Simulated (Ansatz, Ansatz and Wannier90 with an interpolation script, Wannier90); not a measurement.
# Settings in Wannier-interpolated G0W0: SrLaGaO4 (I4mm), part 2 of 2

Wanted: errors and cost of interpolated bands of SrLaGaO4 (I4mm) under coarser or faulty settings.

Wannier90 4.0.3; maximally localised Wannier functions from the overlaps of LDA states (plane waves, PAW). Known limits of the many-body steps: not at the basis limit; f levels unsure; no spin-orbit coupling.

So far. Step 3 (Wannier model on 6×6×6, by the program's own minimiser): Near the gap the model misses directly solved bands by 1.0 meV r.m.s. and by 17 meV at most in the window tested. This tests the starting bands, not the corrections carried with them. Step 4 (G0W0: 6×6×6 mesh, 285 empty bands, screening to 120 eV): The G0W0 gap on the mesh is 5.146 eV.

## (5) G0W0: 3×3×3 mesh, 285 empty bands, screening to 120 eV

Level of this step: G0W0 on LDA, plane waves, PAW (Ansatz).

input.yaml

```yaml
crystal:
  lattice:
    - [-1.949933, 1.949933, 6.295103]
    - [1.949933, -1.949933, 6.295103]
    - [1.949933, 1.949933, -6.295103]
  atoms:
    - { symbol: Sr, position: [0.641764, 0.641764, 0.0] }
    - { symbol: La, position: [0.35792, 0.35792, 0.0] }
    - { symbol: Ga, position: [0.00459, 0.00459, 0.0] }
    - { symbol: O, position: [0.994913, 0.494913, 0.5] }
    - { symbol: O, position: [0.494913, 0.994913, 0.5] }
    - { symbol: O, position: [0.835076, 0.835076, 0.0] }
    - { symbol: O, position: [0.170824, 0.170824, 0.0] }
kpoints:
  mp_grid: { grid: [3, 3, 3] }
hamiltonian:
  xc: lda
scf:
  occupations: { method: fixed }
gw:
  n_empty_bands: 285
  ecut_chi: 120.0
  qp_bands: [v12, c2]
  screening: { model: contour_deformation }
```

The run is started by

```bash
ansatz run input.yaml --threads 4 --pin off --max-ram 18432MiB --backend cpu --events-out ev --progress --plain --runs-dir out
```

Numbers of over 12 decimals in the logs are rounded to 6 here.

Log:

```text
[...]
Crystal: 7 atoms, lattice volume = 95.742 Å³
Basis set: ecut = 420 eV, 1905 PW (Γ)
Bands: 36, of which v1, the nominal top of the filled ones, is band 29 counted from 1 (28 counted from 0)
Symmetry: 8 space group operations
[...]
k-points: 6 of 27 (time reversal used)
[...]
5    27      8.4643   -24.8756     4.5313   -19.8051  0.7455     7.9207     7.9251  root
     5    28      8.7311   -25.5005     4.3711   -20.6740  0.7499     8.2729     8.2758  root
     5    29      9.0679   -26.1665     4.4825   -21.2111  0.7514     8.5920     8.5950  root
     5    30     13.3547   -14.9667    -7.8098   -25.8573  0.7514    16.7389    16.4355  root ?
     5    31     13.7672   -18.2023    -9.3424   -31.0716  0.7263    17.9078    17.2941  root ?
[key lines of the parts left out:]
SCF converged after 9 iterations
Free energy (F): -15458.172914 eV
Fermi energy:    9.085203 eV
```

Wall time 93 s (4 threads of Arm Neoverse V1, shared host); peak memory 1.5 GiB; 5.8 min of CPU time.

The G0W0 gap on the mesh is 5.411 eV.

## (6) G0W0: 6×6×6 mesh, 132 empty bands, screening to 72 eV

input.yaml: that of step 5 with these lines changed.

```diff
@@ -14,3 +14,3 @@
 kpoints:
-  mp_grid: { grid: [3, 3, 3] }
+  mp_grid: { grid: [6, 6, 6] }
 hamiltonian:
@@ -20,4 +20,4 @@
 gw:
-  n_empty_bands: 285
-  ecut_chi: 120.0
+  n_empty_bands: 132
+  ecut_chi: 72
   qp_bands: [v12, c2]
```

Log:

```text
[...]
Crystal: 7 atoms, lattice volume = 95.742 Å³
Basis set: ecut = 420 eV, 1905 PW (Γ)
Bands: 36, of which v1, the nominal top of the filled ones, is band 29 counted from 1 (28 counted from 0)
Symmetry: 8 space group operations
[...]
k-points: 30 of 216 (time reversal used)
[...]
28    31     13.6955   -16.3454    -7.7771   -27.5755  0.7507    17.5853    17.1484  root ?
[...]
29    28      8.9160   -25.4807     4.6666   -20.6205  0.7557     8.7219     8.7224  root
    29    29      8.9160   -25.4807     4.6666   -20.6205  0.7557     8.7219     8.7224  root
    29    30     12.3881    -8.0006    -4.6721   -14.2646  0.8154    14.0110    13.9800  root
    29    31     13.2294   -12.8545    -3.7019   -18.1773  0.8145    14.8726    14.8502  root
[key lines of the parts left out:]
SCF converged after 9 iterations
Free energy (F): -15458.182836 eV
Fermi energy:    9.133533 eV
```

The job ended after 17 min (4 threads; peak memory 0.86 GiB; 62 min of CPU time).

The G0W0 gap on the mesh is 5.057 eV.

## (7) G0W0: 6×6×6 mesh, 285 empty bands, screening to 120 eV, plasmon pole

input.yaml: that of step 6 with these lines changed.

```diff
@@ -20,5 +20,5 @@
 gw:
-  n_empty_bands: 132
-  ecut_chi: 72
+  n_empty_bands: 285
+  ecut_chi: 120.0
   qp_bands: [v12, c2]
-  screening: { model: contour_deformation }
+  screening: { model: godby_needs }
```

Log:

```text
[...]
Crystal: 7 atoms, lattice volume = 95.742 Å³
Basis set: ecut = 420 eV, 1905 PW (Γ)
Bands: 36, of which v1, the nominal top of the filled ones, is band 29 counted from 1 (28 counted from 0)
Symmetry: 8 space group operations
[...]
k-points: 30 of 216 (time reversal used)
[...]
27    31     13.7664   -18.2093    -8.4523   -31.0751  0.7967    18.3121    18.1799  root ?
[...]
29    28      8.9160   -25.4807     4.4391   -20.6205  0.7797     8.4938     8.4948  root
    29    29      8.9160   -25.4807     4.4391   -20.6205  0.7797     8.4938     8.4948  root
    29    30     12.3881    -8.0006    -4.8272   -14.2646  0.8388    13.8348    13.8249  root
    29    31     13.2294   -12.8545    -3.9228   -18.1773  0.8265    14.6365    14.6293  root
[key lines of the parts left out:]
SCF converged after 9 iterations
Free energy (F): -15458.182836 eV
Fermi energy:    9.133533 eV
```

Run time: 69 min. Hardware: 4 threads; peak memory 3.7 GiB.

The G0W0 gap on the mesh is 5.126 eV.

## (8) Interpolated results

Times are wall times on 4 threads of Arm Neoverse V1, shared host, good to a factor of about two.

```tsv
GW mesh	empty bands	cutoff (eV)	frequency	gap on mesh (eV)	gap over zone (eV)	direct gap (eV)	valence width (eV)	GW time
6×6×6	285	120	contour deformation	5.146	5.111	5.346	7.323	65 min
3×3×3	285	120	contour deformation	5.411	5.017	5.261	7.255	93 s
6×6×6	132	72	contour deformation	5.057	5.021	5.258	7.422	17 min
6×6×6	285	120	plasmon pole	5.126	5.087	5.330	7.604	69 min
```

## (9) Results

| Item | Value |
| --- | --- |
| 6×6×6 mesh, 285 empty bands, screening to 120 eV | 5.11 eV |
| 3×3×3 mesh, 285 empty bands, screening to 120 eV | 5.02 eV |
| 6×6×6 mesh, 132 empty bands, screening to 72 eV | 5.02 eV |
| 6×6×6 mesh, 285 empty bands, screening to 120 eV, plasmon pole | 5.09 eV |

In words: The largest change, −0.09 eV in the gap over the zone, comes with 3×3×3 mesh, 285 empty bands, screening to 120 eV. The first run is a reference, not a converged one, and where a row moves several settings no single cause can be named. Rows on another GW mesh add that mesh's corrections to the bands of the one model. The program's own minimiser ends at the same spread as the first model, 35.4 Å², from the same trial orbitals; this need not be the lowest minimum. With 3×3×3 mesh, 285 empty bands, screening to 120 eV the gap over the zone moves by −0.09 eV and that on the mesh by +0.26 eV. With 6×6×6 mesh, 132 empty bands, screening to 72 eV the gap over the zone moves by −0.09 eV and that on the mesh by −0.09 eV. With 6×6×6 mesh, 285 empty bands, screening to 120 eV, plasmon pole the gap over the zone moves by −0.02 eV and that on the mesh by −0.02 eV. Gaps over the zone and on the mesh differ where an edge lies off the mesh, or where a GW run starts from another density: the starting gap over the zone is 3.230 eV, on the GW meshes it is 3.255 eV and 3.408 eV. Empty 4f levels lie among the conduction bands. Their place in the start is unsure; it enters the screening, and the edge itself where they lie low. The many-body steps are scalar-relativistic: spin-orbit coupling is not in them.

[Paths, hosts, dates, memory and timing lines, banners, echoed tables and standing remarks are left out of the program output.]

[Logs are printed without paths, hosts, clocks, repeated set-up lines and the standing remarks that a program may print on its own settings, such as how far it seeks lower states.]

[Runs of the session that timed out or met a known fault of the program may be left out.]

[Hosts, paths, dates, database ids (printed as entryN), source tags and the programs' standing remarks are cut or masked in the printed files.]
